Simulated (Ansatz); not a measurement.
# How Te absorbs and reflects light

Wanted: where Te starts to absorb, how strongly, and its refractive index. The cell comes from an older database entry, whose edges can differ from later determinations, mostly by under a per cent.

Calculated with Ansatz 0.2.0; DFT, PBE, plane-wave PAW, default files, scalar-relativistic, independent-particle optical response without local fields.

The database entry behind the starting cell differs from later determinations by our own check (inner coordinate of an old entry), so it need not match the best structure at ambient conditions.

### 1. Starting point

Symmetry: P3_121, No. 152, trigonal system. The conventional cell has a = 4.454 Å, b = 4.454 Å, c = 5.924 Å, α = 90.00°, β = 90.00°, γ = 120.00°. Te has 2 Te at 2.86 Å nearest.

Coordinates:

```cif
data_structure
_symmetry_space_group_name_H-M 'P3_121'
_symmetry_Int_Tables_number 152
_cell_length_a 4.4540
_cell_length_b 4.4540
_cell_length_c 5.9240
_cell_angle_alpha 90.000
_cell_angle_beta 90.000
_cell_angle_gamma 120.000
_cell_volume 101.78
loop_
_atom_site_label
_atom_site_type_symbol
_atom_site_symmetry_multiplicity
_atom_site_Wyckoff_symbol
_atom_site_fract_x
_atom_site_fract_y
_atom_site_fract_z
_atom_site_occupancy
Te1 Te 3 a 0.73100 0.73100 0.00000 1
```

### 2. Ground state and bands

The self-consistent density comes first; it also tells whether there is a gap, which decides the occupations and the need for a Drude term.

This step: DFT, PBE, plane-wave PAW, default files, scalar-relativistic, ground state (Ansatz 0.2.0).

Contents of input.yaml:

```yaml
crystal:
  lattice:
    - [4.454, 0.0, 0.0]
    - [-2.227, 3.8572771485, 0.0]
    - [0.0, 0.0, 5.924]
  atoms:
    - { symbol: Te, position: [0.731, 0.731, 0.0] }
    - { symbol: Te, position: [0.0, 0.269, 0.6666666667] }
    - { symbol: Te, position: [0.269, 0.0, 0.3333333333] }
kpoints:
  mp_grid: { grid: [6, 6, 4] }
  band_path:
    path:
      - [[0.0, 0.0, 0.0], [0.5, 0.0, 0.0], [0.33333333, 0.33333333, 0.0], [0.0, 0.0, 0.0], [0.0, 0.0, 0.5], [0.5, 0.0, 0.5], [0.33333333, 0.33333333, 0.5], [0.0, 0.0, 0.5]]
      - [[0.5, 0.0, 0.5], [0.5, 0.0, 0.0]]
      - [[0.33333333, 0.33333333, 0.0], [0.33333333, 0.33333333, 0.5]]
    npoints: 5
scf:
  occupations: { method: fermi_dirac, width: 0.05 }
  n_extra_bands: 7
hamiltonian:
  xc: pbe
  pseudopotentials: { kind: paw }
output:
  forces: true
  stress: true
  populations: true
  write_bands: true
```

Launch:

```bash
$ ansatz run input.yaml --threads 4 --pin off --max-ram 8192MiB --backend cpu --events-out ev --progress --plain --runs-dir out
```

Numbers of over 12 decimals in the logs are rounded to 6 here.

The program printed:

```text
scf.n_extra_bands = 7 over 24 filled bands (N_el = 48.0): the run solves 31 bands
Engine: ansatz 0.2.0, x86_64-unknown-linux-gnu
Pseudopotentials: kind: paw
Pseudopotential: Te, paw, valence charge 16, recommended cutoff 420 eV (normal), Te.paw.azcp
Functional definition: PBE
  parameter kappa = 0.804
  parameter beta = 0.066725
  exchange = pbe_x(kappa = kappa, mu = beta*pi^2/3)
  correlation = pbe_c(beta = beta)
Crystal: 3 atoms, lattice volume = 101.776 Å³
Basis set: ecut = 420 eV, 1993 PW (Γ), exchange–correlation on 60×60×80 points (8 copies of the dense FFT grid, shifted against one another)
Bands: 31, of which v1, the nominal top of the filled ones, is band 24 counted from 1 (23 counted from 0)
Symmetry: 6 space group operations
Space group: P3121 (ITA 152), of the structure as read, at distance tolerance 4.7e-5 Å
k-points: 24 of 144 (time reversal used)
Non-local potential: Te, projectors of the file, l = 0: 2, l = 1: 2, l = 2: 2, l = 3: 2
PAW form: soft (Blöchl's): semilocal exchange-correlation on the pseudo side does not see the compensation charge
PAW one-centre angular grid: Te, 590 points (default); XC on 64 Gauss nodes
Initial density: superposition of atomic densities (neutral atoms: chi_scale 0, normalization atom), corrected by the library's trained network
Initial wavefunctions: pseudopotential atomic-orbital guess
Functional: x = pbe(κ = 0.804, μ = 0.219515), c = pbe(β = 0.066725)
SCF iter   1: F=—  HF=-20939.856316 eV  |F-HF|=—  |Δ(HF+E_count)|=         —  Δρ=1.28e-3  dr2=1.16e-3  ethr=1.77e-3  ⟨swp⟩=8.4  Hψ=3660  notcnv=0  defer=2
preconditioner: auto → Resta (q_TF=auto, 2.407 Å⁻¹)  ε∞=3.5  [insulator: Δε(μ)=0.193 eV  Ē_g=9.852 eV  σ=0.050 eV  W_gap=0.73  n_scr=22 (ndim 8)  ℏωp=15.6 eV  f_vac=0.027  D(μ)=0.17/eV (n_scr^D=0)  ε∞_Penn≈3.5]
SCF iter   2: F=—  HF=-20939.855191 eV  |F-HF|=—  |Δ(HF+E_count)|=   1.13e-3  Δρ=7.13e-4  dr2=3.36e-4  ethr=2.42e-6  ⟨swp⟩=2.9  Hψ=1558  notcnv=0  defer=5
SCF iter   3: F=—  HF=-20939.855460 eV  |F-HF|=—  |Δ(HF+E_count)|=   2.69e-4  Δρ=3.97e-4  dr2=1.09e-4  ethr=6.99e-7  ⟨swp⟩=3.0  Hψ=1330  notcnv=0  defer=5
SCF iter   4: F=—  HF=-20939.855629 eV  |F-HF|=—  |Δ(HF+E_count)|=   1.69e-4  Δρ=5.88e-5  dr2=3.27e-6  ethr=2.27e-7  ⟨swp⟩=2.0  Hψ=936  notcnv=0  defer=5
SCF iter   5: F=—  HF=-20939.855648 eV  |F-HF|=—  |Δ(HF+E_count)|=   1.91e-5  Δρ=2.73e-5  dr2=7.79e-7  ethr=6.80e-9  ⟨swp⟩=3.0  Hψ=1327  notcnv=0  defer=5
SCF iter   6: F=-20939.855648 eV  HF=-20939.855648 eV  |F-HF|=1.11e-8  |Δ(HF+E_count)|=   7.24e-8  Δρ=5.28e-6  dr2=3.73e-8  ethr=2.08e-10  ⟨swp⟩=7.8  Hψ=3784  notcnv=0
SCF 1 converged in 6 iterations: F = -20939.855648 eV  dr2 = 3.73e-8
  greatest PAW one-centre occupation: 0.998 electrons in one spin orbital (limit 2), on the Te atom at site 1 (counted from 0), in its partial waves of l = 2
NSCF: frozen V_eff on 48 k-points
SCF converged after 6 iterations
Free energy (F): -20939.855648 eV
Harris-Foulkes:  -20939.855648 eV  (|F-HF|=1.11e-8)
Internal energy: -20939.854106 eV  (E = F + TS)
E sigma→0 (E₀):  -20939.854877 eV
Entropy (-TS):   -0.001541 eV (-0.514 meV/atom)
Fermi energy:    8.886003 eV
--- Per-component energies (eV) ---
  E_band       = -797.864446
  E_kinetic    = 540.234939
  E_local      = -3823.416199  (includes V_loc(G=0)·N_el)
  E_nonlocal   = -931.280652
  E_hartree    = 2433.094243
  E_xc         = -372.287839
  E_vxc        = -311.468292  (∫ρ·V_xc dr)
  E_paw        = -13985.903921  (= ΣΔE_a)
  E_vpaw       = -1138.122715  (= ΣTr[D̂ρ^β])
  E_aug_tail   = -0.000552  (compensation charges beyond the density's cutoff)
  E_ewald      = -4800.294125
  E_smearing   = -0.001541  (= −TS)
  E_closure    = -0.000000  (closes the sum)
  Σ components = -20939.855648   (vs F -20939.855648, Δ=0.00e0)
--- Forces (eV/Å), atoms counted from 1 ---
  atom   1  Te    -0.06963895    -0.12061821     0.00000000
  atom   2  Te    -0.06963895     0.12061821    -0.00000000
  atom   3  Te     0.13927791     0.00000000     0.00000000
  max |Σ_I F_I| component: 2.78e-17 eV/Å
--- Stress (GPa, compression-positive) ---
        1.329963       0.000000       0.000000
        0.000000       1.329963       0.000000
        0.000000       0.000000       1.734260
  P = ⅓ Tr σ = 1.4647 GPa (14.647 kbar)
--- Band table (eV; the first three rows and the last of 24) ---
  k-point 0: bands = [... 20 lower, 6.0202, 7.0984, 7.0984, 7.9213, 9.7878, 9.7878, 10.3756, 13.7747, ... 3 higher]
  k-point 1: bands = [... 20 lower, 6.2617, 7.2804, 7.3254, 7.9016, 9.4429, 9.4952, 9.8567, 13.1763, ... 3 higher]
  k-point 2: bands = [... 20 lower, 6.1070, 7.4487, 7.7480, 7.7480, 9.2452, 9.2577, 9.2577, 12.8141, ... 3 higher]
  k-point 23: bands = [... 20 lower, 3.7575, 7.8159, 8.7702, 8.7702, 8.9614, 10.0986, 10.0986, 14.7063, ... 3 higher]
--- Löwdin populations: 3 sites ---
  site symbol       q [e]
     0     Te     15.9536
     1     Te     15.9536
     2     Te     15.9536
  spilling = 0.002901 (of n_electrons = 48.000000)
```

The job ended after 9.6 s (4 threads of AMD EPYC (Zen 3), shared host; peak memory 0.44 GiB).

The column dr2 measures how far the density is from self-consistency, as an energy; F and HF (Harris–Foulkes) agree once it is small.

This step gave:

```
free energy                  : -20939.8556 eV
Fermi energy                 : 8.886 eV
gap by band count            : 0.1912 eV
electrons                    : 48
symmetry operations          : 6
pressure                     : 1.465 GPa
volume                       : 101.8 Å³
gap on the path              : 0.1912 eV
least direct gap on the path : 0.1912 eV
```

There is a gap, 0.19 eV on the path, so no carriers' term is needed. The cell is left with a pressure of 1.5 GPa and forces up to 0.14 eV/Å, as it stands unrelaxed at this level.

Electronic bands along the path, in eV, zero at the Fermi level; v1 is the highest filled band, c1 the lowest empty one:

```csv
point,v4,v3,v2,v1,c1,c2,c3,c4
Γ,-2.87,-1.79,-1.79,-0.96,0.90,0.90,1.49,4.89
0.60 of the way,-3.64,-2.15,-1.07,-0.92,0.73,0.92,2.30,3.39
M,-3.71,-3.63,-1.14,-0.92,0.73,0.79,2.83,3.61
0.60 of the way,-3.49,-3.43,-2.29,-2.25,1.94,2.27,3.33,3.91
K,-3.19,-3.19,-3.06,-2.82,2.76,2.76,3.05,4.76
0.40 of the way,-3.24,-2.24,-1.86,-1.86,1.71,1.88,2.09,4.12
Γ,-2.87,-1.79,-1.79,-0.96,0.90,0.90,1.49,4.89
0.40 of the way,-2.63,-1.66,-1.64,-0.98,0.65,0.69,1.13,4.43
A,-2.78,-1.44,-1.14,-1.14,0.36,0.37,0.37,3.93
0.60 of the way,-3.38,-2.30,-2.07,-1.34,1.33,1.96,2.03,4.35
L,-3.75,-2.57,-2.23,-0.31,0.63,1.85,2.45,4.45
0.60 of the way,-4.67,-1.38,-1.13,-0.19,0.57,1.35,1.74,5.02
H,-5.13,-1.07,-0.12,-0.12,0.07,1.21,1.21,5.82
0.40 of the way,-4.11,-1.88,-1.55,-0.73,0.70,1.96,2.04,4.60
A,-2.78,-1.44,-1.14,-1.14,0.36,0.37,0.37,3.93
jump to L,-3.75,-2.57,-2.23,-0.31,0.63,1.85,2.45,4.45
0.40 of the way,-3.67,-2.07,-1.98,-1.53,1.26,1.91,2.24,3.84
M,-3.71,-3.63,-1.14,-0.92,0.73,0.79,2.83,3.61
jump to K,-3.19,-3.19,-3.06,-2.82,2.76,2.76,3.05,4.76
0.40 of the way,-4.08,-2.93,-2.00,-1.58,2.02,2.50,2.52,5.06
H,-5.13,-1.07,-0.12,-0.12,0.07,1.21,1.21,5.82
```

### 3. Spectrum

The spectrum is a sum over vertical transitions between filled and empty bands at the fixed density, so many empty bands are needed.

This step: DFT, PBE, plane-wave PAW, default files, scalar-relativistic, independent-particle optical response without local fields (Ansatz 0.2.0).

input.yaml, the sections that differ from step 2:

```yaml
kpoints:
  mp_grid: { grid: [6, 6, 4] }
scf:
  occupations: { method: gaussian, width: 0.02 }
output:
  optics:
    e_range: [0, 14]
    de: 0.05
    sigma: 0.1
    nscf_kmesh: { grid: [6, 6, 4] }
    bands: { spectra_wanted_up_to: 14 }
# crystal, hamiltonian: as in step 2
```

The program printed:

```text
[...]
Crystal: 3 atoms, lattice volume = 101.776 Å³
Basis set: ecut = 420 eV, 1993 PW (Γ)
Bands: 29, of which v1, the nominal top of the filled ones, is band 24 counted from 1 (23 counted from 0)
[... 1 set-up line as in the run before ...]
[...]
k-points: 24 of 144 (time reversal used)
[...]
SCF iter   1: F=—  HF=-20939.856201 eV  |F-HF|=—  |Δ(HF+E_count)|=         —  Δρ=1.30e-3  dr2=1.16e-3  ethr=1.77e-3  ⟨swp⟩=7.9  Hψ=3273  notcnv=0
[...]
SCF iter  10: F=-20939.855126 eV  HF=-20939.855126 eV  |F-HF|=3.64e-12  |Δ(HF+E_count)|=  1.09e-11  Δρ=9.04e-9  dr2=7.48e-14  ethr=1.00e-12  ⟨swp⟩=7.0  Hψ=2056  notcnv=0
SCF 1 converged in 10 iterations: F = -20939.855126 eV  dr2 = 7.48e-14
[...]
NSCF: frozen V_eff on 24 k-points
output.optics: what the bands over the 57 summed would add to eps1, eps2 and the energy-loss function is held between a lower and an upper bound (7 Lanczos steps). eps1, eps2 and their loss function (loss_summed_bands) are given on every row as the summed bands alone make them. Along an axis, on a row where the two bounds hold the loss function to about 1 % of the greater of itself and 0.5 % of |1/eps|, its cell (loss_completed) is given, with the completed eps1 and eps2 that it is formed of (a cell that is left empty reads nan in the table and null in the record). The two bounds hold it so along every axis on all 281 rows up to 14.000 eV. [rest of the remark cut]
SCF converged after 10 iterations
Free energy (F): -20939.855126 eV
[...]
Internal energy: -20939.855126 eV  (E = F + TS)
E sigma→0 (E₀):  -20939.855126 eV
Fermi energy:    8.866315 eV
[...]
--- Band table (eV; the first three rows and the last of 24) ---
  k-point 0: bands = [... 20 lower, 6.0204, 7.0986, 7.0986, 7.9220, 9.7875, 9.7875, 10.3758, 13.7747, ... 1 higher]
  k-point 1: bands = [... 20 lower, 6.2618, 7.2808, 7.3255, 7.9021, 9.4429, 9.4949, 9.8570, 13.1763, ... 1 higher]
  k-point 2: bands = [... 20 lower, 6.1068, 7.4491, 7.7481, 7.7481, 9.2450, 9.2582, 9.2582, 12.8140, ... 1 higher]
  k-point 23: bands = [... 20 lower, 3.7576, 7.8158, 8.7706, 8.7706, 8.9606, 10.0989, 10.0989, 14.7061, ... 1 higher]
```

Run time: 6 min. Hardware: 4 threads; peak memory 0.96 GiB.

Read-outs, printed or worked out from the files:

| Quantity | Value |
| --- | --- |
| electronic dielectric constant ε∞, mean over x, y and z (by symmetry where fewer were run) | 48.28 |
| absorption onset, first axis (α over 10⁴ cm⁻¹, or the direct gap if that lies higher) | 0.2912 eV |
| main peak of Im epsilon, first axis | 1.618 eV |
| photocurrent from vertical transitions in a film 500 nm thick on a perfect mirror (two passes), AM1.5G, no front reflection, all carriers collected | 68.29 mA/cm² |
| least direct gap on the mesh | 0.1900 eV |
| bands summed | 57 |
| spectra valid up to | 20.23 eV |
| program's estimate of the k-sum error in Im epsilon | 0.67 % |
| electrons in the f-sum | 25.76 |

The Im ε has structure finer than the step of the table below, so its rows give means over 0.5 eV, whole bins alone (the curve runs from 0 to 14 eV). Peaks (eV: height): E ∥ x or y 1.60: 86.6; E ∥ z 0.95: 92.3, 1.55: 107.

Table of Im ε by photon energy; means over each step:

```csv
photon energy (eV),E ∥ x or y,E ∥ z
0.5,8.88,8.33
1.0,26.1,70.4
1.5,61.7,93.9
2.0,41.0,46.7
2.5,15.5,17.4
3.0,7.20,8.25
3.5,3.80,5.26
4.0,2.84,4.50
4.5,3.11,4.02
5.0,2.56,3.62
5.5,2.79,3.55
6.0,3.33,3.10
6.5,5.54,4.14
7.0,7.66,3.73
7.5,6.03,2.55
8.0,4.62,3.51
8.5,3.46,2.63
9.0,2.77,1.93
9.5,2.29,1.57
10.0,1.77,1.28
10.5,1.42,1.07
11.0,1.24,1.01
11.5,1.15,0.934
12.0,1.04,0.727
12.5,0.936,0.616
13.0,0.861,0.608
13.5,0.883,0.690
```

Table of Re ε by photon energy:

```csv
photon energy (eV),E ∥ x or y,E ∥ z
0.0,41.5,61.8
0.5,45.8,77.8
1.0,34.4,48.8
1.5,50.4,22.5
2.0,-23.7,-38.2
2.5,-16.9,-24.9
3.0,-10.7,-15.4
3.5,-5.94,-9.15
4.0,-2.68,-6.40
4.5,-1.17,-4.20
5.0,-0.320,-3.51
5.5,1.51,-1.92
6.0,2.36,-1.53
6.5,3.19,-0.645
7.0,0.225,-2.63
7.5,-2.18,-1.71
8.0,-2.30,-1.54
8.5,-2.42,-2.30
9.0,-1.95,-1.95
9.5,-1.92,-1.67
10.0,-1.68,-1.40
10.5,-1.35,-1.14
11.0,-1.07,-0.910
11.5,-0.827,-0.819
12.0,-0.727,-0.745
12.5,-0.607,-0.482
13.0,-0.437,-0.280
13.5,-0.357,-0.164
14.0,-0.375,-0.194
```

Values under 1 per cm are given as 1. The absorption coefficient by photon energy:

```csv
photon energy (eV),E ∥ x or y (1/cm),E ∥ z (1/cm)
0.000,1,1
0.500,26909,12392
1.000,2.3e5,5.1e5
1.500,6.4e5,1.0e6
2.000,1.2e6,1.4e6
2.500,1.1e6,1.3e6
3.000,1.0e6,1.2e6
3.500,9.0e5,1.1e6
4.000,7.3e5,1.1e6
4.500,6.9e5,1.0e6
5.000,6.1e5,1.0e6
5.500,5.2e5,9.8e5
6.000,5.5e5,9.5e5
6.500,8.4e5,1.0e6
7.000,1.4e6,1.3e6
7.500,1.6e6,1.2e6
8.000,1.6e6,1.4e6
8.500,1.6e6,1.5e6
9.000,1.5e6,1.4e6
9.500,1.5e6,1.4e6
10.000,1.5e6,1.3e6
10.500,1.4e6,1.2e6
11.000,1.3e6,1.2e6
11.500,1.2e6,1.2e6
12.000,1.2e6,1.1e6
12.500,1.2e6,1.0e6
13.000,1.1e6,9.1e5
13.500,1.1e6,9.0e5
14.000,1.1e6,9.8e5
```

The refractive index n and extinction k by photon energy:

```csv
photon energy (eV),"n, E ∥ x or y","k, E ∥ x or y","n, E ∥ z","k, E ∥ z"
0,6.44,0,7.86,0
1,6.29,2.28,8.62,5.05
2,3.24,5.85,3.11,6.92
3,1.02,3.42,0.979,4.04
4,0.762,1.81,0.832,2.66
5,1.05,1.20,0.867,2.06
6,1.78,0.910,0.958,1.57
7,2.03,1.98,0.979,1.89
8,1.18,1.92,1.12,1.67
9,0.852,1.64,0.625,1.53
10,0.613,1.43,0.498,1.28
11,0.536,1.16,0.484,1.07
12,0.511,0.994,0.377,0.942
13,0.511,0.836,0.441,0.689
14,0.529,0.809,0.531,0.690
```

Table of loss function −Im 1/ε at q → 0 by energy loss; read off at these points:

```csv
energy loss (eV),E ∥ x or y,E ∥ z
0.00,0,0
0.50,0.00335,7.1e-4
1.00,0.0143,0.00874
1.50,0.00941,0.00903
2.00,0.0190,0.0130
2.50,0.0294,0.0185
3.00,0.0431,0.0264
3.50,0.0754,0.0462
4.00,0.187,0.0732
4.50,0.276,0.119
5.00,0.390,0.142
5.15,0.429,0.167
5.50,0.272,0.211
6.00,0.202,0.264
6.50,0.135,0.238
7.00,0.124,0.179
7.50,0.148,0.279
8.00,0.175,0.228
8.50,0.194,0.216
9.00,0.241,0.257
9.50,0.257,0.299
10.00,0.298,0.357
10.50,0.370,0.436
11.00,0.462,0.545
11.50,0.572,0.606
12.00,0.651,0.670
12.50,0.753,1.01
13.00,0.928,1.36
13.20,0.957,1.42
13.50,0.970,1.38
14.00,0.980,1.28
```

At chosen wavelengths:

```csv
wavelength (nm),n xy,k xy,R (%) xy,1/α xy,n z,k z,R (%) z,1/α z
1550,7.26,1.693,59.1,73 nm,10.60,2.373,69.8,52 nm
1064,6.55,1.729,56.3,49 nm,7.79,4.065,66.8,21 nm
633,3.48,5.997,75.2,8.4 nm,3.34,7.095,80.7,7.1 nm
532,2.05,4.875,75.2,8.7 nm,1.97,5.749,81.2,7.4 nm
450,1.30,3.895,74.6,9.2 nm,1.23,4.597,81.2,7.8 nm
308,0.78,1.772,50.7,14 nm,0.83,2.637,67.8,9.3 nm
193,2.15,1.178,24.0,13 nm,1.24,1.504,31.8,10 nm
```

Rows near the edge hang on the gap, which this functional as a rule makes too small, and phonon-assisted absorption is left out.

In reflection the computed colour is near white: x = 0.313, y = 0.330, luminous reflectivity 77 %.

The f-sum over the summed bands holds 25.8 of the cell's 48 electrons outside the frozen cores, 30 of which lie in bands more than 12 eV below the Fermi level, whose transitions come at higher energies. Up to 14 eV the strength has a mean oscillator energy of 2.4 eV, well above the main peak, so higher transitions carry much of it.

### 4. Outcome

- gap on the path: 0.191 eV
- least direct gap on the path: 0.191 eV
- electronic dielectric constant ε∞, mean over x, y and z (by symmetry where fewer were run) (independent particles): 48.3
- absorption onset, first axis (α over 10⁴ cm⁻¹, or the direct gap if that lies higher): 0.291 eV
- main peak of Im epsilon, first axis: 1.62 eV
- photocurrent from vertical transitions in a film 500 nm thick on a perfect mirror (two passes), AM1.5G, no front reflection, all carriers collected: 68.3 mA/cm²

In words: At this level (PBE, independent particles) Te has a mean ε∞ = 48.3 and n = 7.26 at 1550 nm (E ∥ x); absorption sets in near 0.3 eV, and Im ε peaks at 1.6 eV (E ∥ x). The gap on the path is direct, 0.19 eV. The absorption coefficient passes 10⁴ cm⁻¹ at 0.29 eV, in the infrared, so it absorbs across the visible. Distinct maxima of Im ε, read by a parabola through the highest points, lie at 0.92 eV (32), 1.62 eV (87) and 6.94 eV (8.2) for E ∥ x or y. The static values by axis are 41.51 (xy), 61.82 (z). The f-sum over the summed bands holds 25.8 of the cell's 48 electrons outside the frozen cores, 30 of which lie in bands more than 12 eV below the Fermi level, whose transitions come at higher energies. Up to 14 eV the strength has a mean oscillator energy of 2.4 eV, well above the main peak, so higher transitions carry much of it. In reflection the computed colour is near white: x = 0.313, y = 0.330, luminous reflectivity 77 %. Excitons and phonon-assisted transitions are missing, and so are local fields; PBE gaps are as a rule too small, which pulls the onset down and ε∞ up. In the base run ε includes the program's bounded estimate of what the bands above those summed add. Spin-orbit coupling is left out although heavy atoms are present.

[Logs are printed without paths, hosts, clocks, repeated set-up lines and the standing remarks that a program may print on its own settings, such as how far it seeks lower states.]

[Hosts, paths, dates, database ids (printed as entryN), source tags and the programs' standing remarks are cut or masked in the printed files.]
